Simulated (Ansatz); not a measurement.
# GeH6CI3N (CH3NH3GeI3): the gap up the ladder of methods, part 2 of 2

Wanted: a ladder of band gaps for GeH6CI3N (CH3NH3GeI3), from density functionals to G0W0.

Ansatz 0.2.0; density functionals, hybrids and G0W0, plane waves, PAW. Known limits of the many-body steps: finite bands, screening cutoff and k mesh; no spin-orbit coupling in G0W0.

So far. Step 4 (HSE06 on the 4×4×4 mesh): Over mesh and listed points the gap is 1.224 eV, direct, at k = (0.500, 0.500, 0.500). HSE06 against PBEsol: 1.224 − 0.852 = +0.372 eV. Mesh, set of files and cutoff are the same, but the conduction bottom lies at another k point, so this need not be the shift of one pair of states. Step 5 (G0W0@PBEsol, 4×4×4 mesh, 850 empty bands, screening to …): Over 15 of 36 irreducible mesh points the G0W0 gap is 1.314 eV, direct, at k = (-0.500, -0.500, -0.500).

The structure was built from a prototype and need not be the compound's stable phase.

In doubt: masses and optical values from hybrid runs of this build are listed as unsure (step 6), which bears on the screening that GW takes from such a start.

## 6. G0W0@HSE06, 4×4×4 mesh, 395 empty bands, screening to 90 eV

This step: G0W0 on HSE06, plane waves, PAW.

input.yaml reads:

```yaml
crystal:
  lattice:
    - [5.8668316077, 0.2883030652, 0.0662740025]
    - [0.2883030652, 5.9385653728, 0.0962838686]
    - [0.0662740025, 0.0962838686, 5.8672506988]
  atoms:
    - { symbol: C, position: [0.9269170889, 0.9146527793, 0.9831184323] }
    - { symbol: "N", position: [0.0781424511, 0.0960660543, 0.0098946862] }
    - { symbol: H, position: [1.0335207602, 0.7540610316, 0.9619979637] }
    - { symbol: H, position: [0.1842379779, 1.1124707428, 0.8664981039] }
    - { symbol: H, position: [0.8220526717, -0.0454106832, 0.8317094623] }
    - { symbol: H, position: [-0.0165304885, 0.2508014888, 0.0333257572] }
    - { symbol: H, position: [0.8162231621, -0.0956235813, 0.1358389744] }
    - { symbol: H, position: [0.1835625679, 1.0652022878, 0.1509816534] }
    - { symbol: Ge, position: [0.518353722, 0.5167532441, 0.5316610556] }
    - { symbol: I, position: [0.5133267614, 0.4709631545, 0.0010423275] }
    - { symbol: I, position: [0.4460134129, -0.0165903174, 0.5018875215] }
    - { symbol: I, position: [-0.0156379097, 0.475868373, 0.4917495274] }
kpoints:
  mp_grid: { grid: [4, 4, 4] }
hamiltonian:
  xc: hse06
scf:
  occupations: { method: fixed }
gw:
  n_empty_bands: 395
  ecut_chi: 90
  qp_bands: [v4, c4]
  qp_kpoints: band_edges
  screening: { model: contour_deformation }
```

On the command line:

```
$ ansatz run input.yaml --threads 3 --pin off --max-ram 92160MiB --backend cuda --events-out ev --progress --plain --runs-dir out --devices 1 --max-vram 13GiB  # rebuilt from the run's record
```

Numbers of over 12 decimals in the logs are rounded to 6 here.

What it wrote:

```text
GPUs: using 1 of 1 available (devices: 1).
[...]
GPU FFT provider: cuFFT
GPU libraries: cuBLAS 13.8.2, cuFFT 12.4.0, cuSOLVER 12.3.4
Crystal: 12 atoms, lattice volume = 203.854 Å³
Basis set: ecut = 420 eV, 3979 PW (Γ)
Bands: 52, of which v1, the nominal top of the filled ones, is band 40 counted from 1 (39 counted from 0)
Symmetry: 1 space group operations
[...]
k-points: 36 of 64 (time reversal used)
[...]
0    43      9.4195    -5.6951    -3.7458    -9.5322  0.7847     9.5110     9.5108  root
     0    44      9.5552    -4.9408    -3.6314    -8.6416  0.7944     9.6247     9.6246  root
[...]
35    41      6.0695    -8.8722    -3.0826   -12.0896  0.7822     6.2046     6.2043  root
    35    42      6.2293    -8.5364    -3.2343   -11.9322  0.7829     6.3913     6.3908  root
    35    43      6.4942    -8.3439    -3.2812   -11.7745  0.7822     6.6441     6.6437  root
    35    44      9.2824    -4.8804    -3.5944    -8.6908  0.8096     9.4993     9.4984  root
[key lines of the parts left out:]
Free energy (F): -27582.563620 eV
Fermi energy:    4.845953 eV
```

Wall time 4.9 min (1 × NVIDIA H100 80GB HBM3 (shared by 6 runs) with 3 threads of AMD EPYC 7R13 (Zen 3), shared host); peak memory 4 GiB; 6.5 min of CPU time.

Numbers from this step:

```
bands summed                                    : 435
RPA ε∞ on this mesh (eigenvalues)               : 6.424, 7.814, 8.726
plane waves in the screening matrix             : 405
G0W0 gap over the corrected points              : 1.493 eV
k of the valence top                            : -0.5, -0.5, -0.5
k of the conduction bottom                      : -0.5, -0.5, -0.5
starting gap on the mesh                        : 1.224 eV
Z at the valence top                            : 0.7838
Z at the conduction bottom                      : 0.7822
least direct G0W0 gap over the corrected points : 1.493 eV
```

Over 14 of 36 irreducible mesh points the G0W0 gap is 1.493 eV, direct, at k = (-0.500, -0.500, -0.500). The HSE06 gap of this run on the mesh is 1.224 eV. The two states that bound the G0W0 gap lie that far apart at the start, so the correction of the gap is 1.493 − 1.224 = +0.269 eV. G0W0@HSE06 against G0W0@PBEsol with 890 bands: 1.493 − 1.314 = +0.179 eV. The runs also differ in empty bands (850 and 395) and screening cutoff (eV) (150.0 and 90), so how much of this comes from the start alone is not known.

## 7. The ladder

Each gap is the least one over the points named; times are wall times on shared hosts, not benchmarks. A G0W0 time includes the run's own self-consistent start. Runs with listed points see these and the mesh alone, so an edge that moves elsewhere is missed. Rows marked * are further runs, not shown as steps, whose inputs differ from the G0W0 step on the same start in the columns given; solver thresholds can differ too. Symmetry makes (0.500, 0.500, 0.500) and (-0.500, -0.500, -0.500) one point.

| level | mesh | files, cutoff | bands summed, screening | points | gap (eV) | valence top | conduction bottom | least direct gap (eV) | time |
| --- | --- | --- | --- | --- | --- | --- | --- | --- | --- |
| PBEsol | 4×4×4 | soft_2 PAW, 420 eV | - | mesh and path | 0.852 | (0.500, 0.500, 0.500) | (0.500, 0.500, 0.450) | 0.880 | 7.9 s |
| PBEsol+SOC | 4×4×4 | soft_2 PAW, 420 eV | - | mesh and listed points | 0.710 | (0.500, 0.500, 0.500) | (0.500, 0.500, 0.450) | 0.757 | 17 s |
| HSE06 | 4×4×4 | soft_2 PAW, 420 eV | - | mesh and listed points | 1.224 | (0.500, 0.500, 0.500) | (0.500, 0.500, 0.500) | 1.224 | 66 s |
| G0W0@PBEsol* | 4×4×4 | soft_2 PAW, 420 eV | 255, 60 eV | 15 of 36 irreducible mesh points | 1.143 | (-0.500, -0.500, -0.500) | (-0.500, -0.500, -0.500) | 1.143 | 75 s |
| G0W0@PBEsol | 4×4×4 | soft_2 PAW, 420 eV | 890, 150 eV | 15 of 36 irreducible mesh points | 1.314 | (-0.500, -0.500, -0.500) | (-0.500, -0.500, -0.500) | 1.314 | 6.7 min |
| G0W0@HSE06 | 4×4×4 | soft_2 PAW, 420 eV | 435, 90 eV | 14 of 36 irreducible mesh points | 1.493 | (-0.500, -0.500, -0.500) | (-0.500, -0.500, -0.500) | 1.493 | 4.9 min |

## 8. Results

| Quantity | Value |
| --- | --- |
| PBEsol, over mesh and path | 0.852 eV |
| PBEsol+SOC, over mesh and listed points | 0.710 eV |
| HSE06, over mesh and listed points | 1.224 eV |
| G0W0@PBEsol (890 bands, 4×4×4), over 15 of 36 irreducible mesh points | 1.314 eV |
| G0W0@HSE06, over 14 of 36 irreducible mesh points | 1.493 eV |
| known limits | finite bands, screening cutoff and k mesh; no spin-orbit coupling in G0W0 |

In words: The rows run from 0.710 eV (PBEsol+SOC) to 1.493 eV (G0W0@HSE06). They differ in bands and screening cutoff of G0W0 and the points over which the gap was sought as well as in level, so only pairs that share these are like for like. PBEsol+SOC against PBEsol: 0.710 − 0.852 = −0.142 eV, with the same mesh, set of files (read in its fully relativistic form for the spin-orbit run) and cutoff, and both edges at the same k points. The spin-orbit run sees mesh and listed points alone, so its gap is an upper bound: the coupling can move an edge off these points, the more so as this crystal has no centre of inversion, and the change over the zone, its sign included where it is small, is not known. G0W0@PBEsol (890 bands, 4×4×4) moves the gap of its own start on the mesh by 1.314 − 0.880 = +0.434 eV, between the same two levels. Over mesh and path, PBEsol puts the conduction bottom at k = (0.500, 0.500, 0.450), where no G0W0 correction was computed. The G0W0 gap over the whole zone is therefore not known from this run; at its settings it can only be equal to or under the 1.314 eV found, and no correction is carried over from another point. For the start itself the gap is 0.852 eV over mesh and path and 0.880 eV on the mesh of the G0W0 run. G0W0@HSE06 moves the gap of its own start on the mesh by 1.493 − 1.224 = +0.269 eV, between the same two levels. Both edges that HSE06 shows over mesh and listed points lie at k points where levels were corrected. Levels at other points were not corrected, so a lower G0W0 gap elsewhere in the zone is not ruled out. What spin-orbit coupling does to the G0W0 levels was not computed, so no sum with the G0W0 gap is formed. For G0W0@PBEsol: from 255 bands and 60 eV to 890 bands and 150 eV the gap moves by 1.314 − 1.143 = +0.171 eV; bands and screening cutoff rise together, so their parts are not told apart. Two runs can't test a law of convergence, so the limit is not known. The other G0W0 rows are shown at one basis each (435 bands), so their distance from the limit is not known here. The G0W0 runs are scalar-relativistic. No pair of G0W0 runs that differ in the mesh alone is shown (4×4×4 is a supercell whose nearest images lie 23 Å apart), so the error from the mesh is not known here. G0W0 is shown with one set of atomic data (soft_2 PAW), so the error from the files is not known here.

[Paths, hosts, dates, memory and timing lines, banners, echoed tables and standing remarks are left out of the program output.]

[Logs are printed without paths, hosts, clocks, repeated set-up lines and the standing remarks that a program may print on its own settings, such as how far it seeks lower states.]

[Runs of the session that timed out or met a known fault of the program may be left out.]

[Cells called generated may have been cut or substituted from an entry of the Crystallography Open Database or the Materials Project.]

[Hosts, paths, dates, database ids (printed as entryN), source tags and the programs' standing remarks are cut or masked in the printed files.]

[Where an RPA ε∞ is given, it is that of the G0W0 mesh and is not shown converged in it. Names of k-points follow the symmetry that the program found, which can be lower than the space group named. Band edges on a path are those of the sampled points; other points can move an edge, and change direct to indirect where valleys lie close.]

[Hybrid gaps are those of their k-mesh and are not shown converged in it.]
